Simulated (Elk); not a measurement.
# Fe: energy against a fixed spin moment

Wanted: E(M) for Fe, to see how near it is to a magnetic instability.

Method: LDA (Perdew-Wang); all-electron APW+lo, Dirac cores, scalar-relativistic bands, in Elk 11.2.3 (patched build).

This is a report of a sequence of runs, with most program output left out.

The database entry behind the starting cell differs from later determinations by our own check (an axis about 0.7 % long against later determinations), so it need not match the best structure at ambient conditions.

**1. The structure**

It takes space group Im-3m (No. 229, cubic). The conventional cell has a = 2.886 Å, b = 2.886 Å, c = 2.886 Å, α = 90.00°, β = 90.00°, γ = 90.00°. Nearest to Fe lie 8 Fe at 2.50 Å.

**2. The free run**

The free run shows where the moment settles by itself and gives the state from which the held runs start.

The last three numbers of an atom's line are a seed field in its sphere. It points against the wanted moment and shrinks by the factor reducebf each loop.

elk.in

```
tasks
  0

xctype
  3

rgkmax
  7.0

nempty
  10

swidth
  0.003

reducebf
  0.5

epsengy
  1e-05

maxscl
  120

spinpol
  .true.

sppath
  './'

avec
  -2.72687479783 2.72687479783 2.72687479783
  2.72687479783 -2.72687479783 2.72687479783
  2.72687479783 2.72687479783 -2.72687479783

atoms
  1
  'Fe.in'
  1
  0.0000000000 0.0000000000 0.0000000000   0.000000 0.000000 -0.140000

ngridk
  14 14 14
```

On the command line:

```sh
> OMP_NUM_THREADS=4 elk
```

It took 11 s on 4 threads of Arm Neoverse V1, shared host; peak memory 0.07 GiB; 37 s of CPU time.

This step gave:

```
density of states at the Fermi level : 0.9439 states/eV/cell
moment between the spheres           : -0.02743 μB
magnetization                        : 2.233 μB
final state                          : ferromagnetic
largest moment                       : 2.260 μB
```

After 17 cycles the largest moment stands at 2.26 μB.

**3. Moment fixed at 2.153 μB**

Holding the total moment away from its free value maps the energy around and beyond the minimum.

A uniform field is adjusted until the total moment meets the target; the run goes on from the state before.

elk.in: that of step 2 with these lines changed.

```diff
@@ -1,3 +1,3 @@
 tasks
-  0
+  1
 
@@ -27,2 +27,11 @@
 
+fsmtype
+  1
+
+momfix
+  0.000000 0.000000 2.153000
+
+taufsm
+  0.01
+
 sppath
@@ -39,3 +48,3 @@
   1
-  0.0000000000 0.0000000000 0.0000000000   0.000000 0.000000 -0.140000
+  0.0000000000 0.0000000000 0.0000000000   0.000000 0.000000 -0.000140
```

On the command line:

```sh
> OMP_NUM_THREADS=4 elk
```

Run time: 17 s. Hardware: 4 threads; peak memory 0.08 GiB; 60 s of CPU time.

Numbers from this step:

```
magnetization : 2.153 μB
```

It lies 2.95 meV a cell above the free run.

**4. Moment fixed at 1.723 μB**

elk.in: that of step 3 with these lines changed.

```diff
@@ -31,3 +31,3 @@
 momfix
-  0.000000 0.000000 2.153000
+  0.000000 0.000000 1.723000
```

On the command line:

```sh
> OMP_NUM_THREADS=4 elk
```

Wall time 27 s (4 threads); peak memory 0.08 GiB.

Read from the output:

```
magnetization : 1.723 μB
```

It lies 81.8 meV a cell above the free run.

**5. Moment fixed at 3.014 μB**

elk.in: that of step 4 with these lines changed.

```diff
@@ -31,3 +31,3 @@
 momfix
-  0.000000 0.000000 1.723000
+  0.000000 0.000000 3.014000
```

On the command line:

```sh
> OMP_NUM_THREADS=4 elk
```

It took 18 s on 4 threads; peak memory 0.07 GiB.

Numbers from this step:

| Property | Result |
| --- | --- |
| magnetization | 3.014 μB |

It lies 271 meV a cell above the free run.

**6. The curve**

In all 8 moments were held (0, 0.431, 0.861, 1.292, 1.723, 2.153, 2.584, 3.014 μB), each run going on from a saved state. The curve holds those that converged and the free run; sizes are given without sign.

The energy over the lowest by total spin moment:

| total spin moment (μB a cell) | energy over the lowest (meV a cell) |
| --- | --- |
| 0.00 | 438 |
| 0.43 | 408 |
| 0.86 | 324 |
| 1.29 | 203 |
| 1.72 | 81.8 |
| 2.15 | 2.95 |
| 2.23 | 0 |
| 2.58 | 42.1 |
| 3.01 | 271 |

The slope dE/dM read from the holding field by total spin moment:

| total spin moment (μB a cell) | slope dE/dM read from the holding field (meV/μB) |
| --- | --- |
| 0.00 | 0.0691 |
| 0.43 | -136 |
| 0.86 | -248 |
| 1.29 | -300 |
| 1.72 | -245 |
| 2.15 | -77.0 |
| 2.58 | 246 |
| 3.01 | 883 |

**7. Results**

```yaml
moment_of_the_free_run: 2.23 μB a cell
moment_of_the_lowest_point: 2.23 μB a cell
energy_at_zero_total_moment: 438 meV a cell over the lowest
```

The curve is lowest at 2.23 μB a cell and has risen by 271 meV at 3.01 μB. No other minimum shows on the points computed. The parallel moment gains 438 meV a cell against zero total moment. The field's energy is not in the curve.

[Logs and program files are shortened in this print: banners, set-up blocks, solver, clock and traceback lines can be left out without a mark of their own.]

[Logs are printed without paths, hosts, clocks, repeated set-up lines and the standing remarks that a program may print on its own settings, such as how far it seeks lower states.]

[Hosts, paths, dates, database ids (printed as entryN), source tags and the programs' standing remarks are cut or masked in the printed files.]

[Where a cell is said to come from a database of computed structures, the database is the Materials Project.]
